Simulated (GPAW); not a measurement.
# 1T-PbO2 monolayer: simulated STM images

Wanted: filled- and empty-state images of 1T-PbO2 monolayer, with its work function.

Method: GPAW, PAW setups; layer in a repeated cell with vacuum, relaxation of atoms and in-plane cell, in the first sound run; inputs show where later runs differ, in GPAW 26.7.0.

## 1. Set-up

The cell holds 3 atoms: 2 O and 1 Pb. Cell: a = 2.874 Å, b = 2.874 Å, c = 20.211 Å, α = 90.0°, β = 90.0°, γ = 120.0°. Vacuum lies along c.

## 2. Relaxing the atoms

Forces are removed first; all later runs use this geometry.

File run.py:

```python
import json
import numpy as np
from ase import Atoms
from ase.filters import FrechetCellFilter
from ase.optimize import BFGS
from gpaw import GPAW, PW

slab = Atoms(
    ['O', 'Pb', 'O'],
    positions=[
        [1.43712, 0.82972, 9.00000],
        [0.00000, 0.00000, 10.10557],
        [-0.00000, 1.65944, 11.21114]],
    cell=[[2.87424, 0.0, 0.0], [-1.43712, 2.48917, 0.0], [0.0, 0.0, 20.2111]],
    pbc=[True, True, True])

slab.calc = GPAW(mode=PW(600), xc='PBE', kpts={'size': (12, 12, 1), 'gamma': True},
                 occupations={'name': 'fermi-dirac', 'width': 0.05}, nbands='200%',
                 convergence={'density': 1e-05}, maxiter=200,
                 symmetry={'tolerance': 1e-3}, txt='slab.txt')
result = {}
# The in-plane cell is free; stress needs a cell that repeats along all three vectors
path = []
opt = BFGS(FrechetCellFilter(slab, mask=[1, 1, 0, 0, 0, 1]), maxstep=0.2)
opt.attach(lambda: path.append((slab.get_potential_energy(), slab.positions.tolist(), slab.get_forces().tolist())))
result['relaxed'] = bool(opt.run(fmax=0.02, steps=45))
result['path'] = path
result['cell'] = slab.cell.tolist()
print('in-plane lattice', slab.cell.cellpar().round(4)[[0, 1, 5]])
energy = slab.get_potential_energy()
fermi = slab.calc.get_fermi_level()
v = slab.calc.get_electrostatic_potential().mean((0, 1)) - fermi
n = slab.calc.get_pseudo_density().mean((0, 1))
L = slab.cell[2, 2]
z = np.arange(len(v)) * L / len(v)
low, high = slab.positions[:, 2].min(), slab.positions[:, 2].max()
below, above = np.interp([low - 6.8, high + 6.8], z, v)
slopes = [np.interp(x, z, np.gradient(v, z)) for x in (low - 6.8, high + 6.8)]
eps = np.array([[slab.calc.get_eigenvalues(k, s) for k in range(len(slab.calc.get_ibz_k_points()))]
                for s in range(slab.calc.get_number_of_spins())]) - fermi
top, bottom = eps[eps < 0].max(), eps[eps > 0].min()
dipole = slab.get_dipole_moment()[2]
print(f'energy {energy:.4f} eV, Fermi level {fermi:.4f} eV, dipole {dipole:.5f} e A')
print(f'potential 6.8 A off the faces, from the Fermi level: lower {below:.4f} eV, upper {above:.4f} eV')
print(f'slope of the potential there: lower {slopes[0]:.5f}, upper {slopes[1]:.5f} eV/A')
print(f'nearest levels on the mesh: {top:.4f} and {bottom:.4f} eV')
print('magnetic moment', round(slab.get_magnetic_moment(), 3))
result.update(energy=energy, fermi=fermi, dipole=dipole, below=below, above=above, slopes=slopes, edges=[top, bottom],
              z=z.tolist(), v=v.tolist(), n=n.tolist(), positions=slab.positions.tolist(),
              forces=slab.get_forces(apply_constraint=False).tolist(), moments=slab.get_magnetic_moments().tolist())
json.dump(result, open('result.json', 'w'))
```

Launch:

```console
$ OMP_NUM_THREADS=1 OPENBLAS_NUM_THREADS=1 python run.py
```

Output:

```text
Step          Energy          fmax
BFGS:    0      -12.620608        8.304434
BFGS:    1      -14.649030        4.607368
BFGS:    2      -15.666535        1.888597
BFGS:    3      -15.933498        0.928411
BFGS:    4      -16.047695        1.050371
BFGS:    5      -16.140485        0.944741
BFGS:    6      -16.226813        0.603640
BFGS:    7      -16.265863        0.235424
BFGS:    8      -16.265345        0.044495
BFGS:    9      -16.262346        0.008270
in-plane lattice [  3.3581   3.3582 120.    ]
energy -16.2623 eV, Fermi level -4.5838 eV, dipole 0.00037 e A
potential 6.8 A off the faces, from the Fermi level: lower 7.3457 eV, upper 7.3441 eV
slope of the potential there: lower 0.00003, upper 0.00069 eV/A
nearest levels on the mesh: -0.8513 and 0.6541 eV
magnetic moment 0.0
```

It took 7.9 min on 1 thread of Arm Neoverse V1, shared host; peak memory 0.38 GiB.

Numbers from this step:

* dipole along the normal: 3.68e-4 e·Å
* levels nearest the Fermi level on the mesh: -0.8513, 0.6541 eV from the Fermi level

Electrostatic potential energy of an electron (without an applied field's), less the Fermi level, planar mean against z:

z (Å), electrostatic potential energy of an electron (without an applied field's), less the Fermi level, planar mean (eV) and a bar from the least value:
```
      0.0        7.3 ##############################
      0.5        7.3 ##############################
      1.0        7.3 ##############################
      1.5        7.3 ##############################
      2.0        7.3 ##############################
      2.5        7.3 ##############################
      3.0        7.3 ##############################
      3.5        7.3 ##############################
      4.0        7.3 ##############################
      4.5        7.3 ##############################
      5.0        7.3 ##############################
      5.5        7.3 ##############################
      6.0        7.3 ##############################
      6.5        7.3 ##############################
      7.0        7.3 ##############################
      7.5        7.2 ##############################
      8.0        6.8 #############################
      8.5        3.8 ##########################
      9.0       -7.8 ##############
      9.5       -9.3 #############
     10.0      -21.8 
     10.5      -14.5 #######
     11.0       -8.3 ##############
     11.5       -0.2 ######################
     12.0        6.1 #############################
     12.5        7.1 ##############################
     13.0        7.3 ##############################
     13.5        7.3 ##############################
     14.0        7.3 ##############################
     14.5        7.3 ##############################
     15.0        7.3 ##############################
     15.5        7.3 ##############################
     16.0        7.3 ##############################
     16.5        7.3 ##############################
     17.0        7.3 ##############################
     17.5        7.3 ##############################
     18.0        7.3 ##############################
     18.5        7.3 ##############################
     19.0        7.3 ##############################
     19.5        7.3 ##############################
     20.0        7.3 ##############################
```

The pseudo valence density, planar mean oscillates, so the rows of the table below give means over windows of 0.5 Å about each position, cut where the curve ends. Its maxima inside the range that stand out by 2 % of the span (Å: e/Å³): 9.10: 0.806, 10.11: 1.34, 11.12: 0.806. Its minima: 9.43: 0.712, 10.78: 0.712.

Pseudo valence density, planar mean against z; means over each step:

z (Å), pseudo valence density, planar mean (e/Å³) and a bar:
```
      6.0       0.00 
      6.5       0.00 
      7.0       0.00 
      7.5       0.01 
      8.0       0.05 #
      8.5       0.29 #######
      9.0       0.73 ###################
      9.5       0.76 ###################
     10.0       1.18 ##############################
     10.5       0.90 #######################
     11.0       0.76 ###################
     11.5       0.50 #############
     12.0       0.11 ###
     12.5       0.02 
     13.0       0.00 
     13.5       0.00 
     14.0       0.00
```

The relaxation lowered the energy of the cell by 3.64 eV (energies extrapolated to zero smearing; the optimiser's log prints free energies). The largest force left on a free atom is 0.0038 eV/Å.

(Continued in part 2 of 2.)

[Logs are printed without paths, hosts, clocks, repeated set-up lines and the standing remarks that a program may print on its own settings, such as how far it seeks lower states.]

[Hosts, paths, dates, database ids (printed as entryN), source tags and the programs' standing remarks are cut or masked in the printed files.]
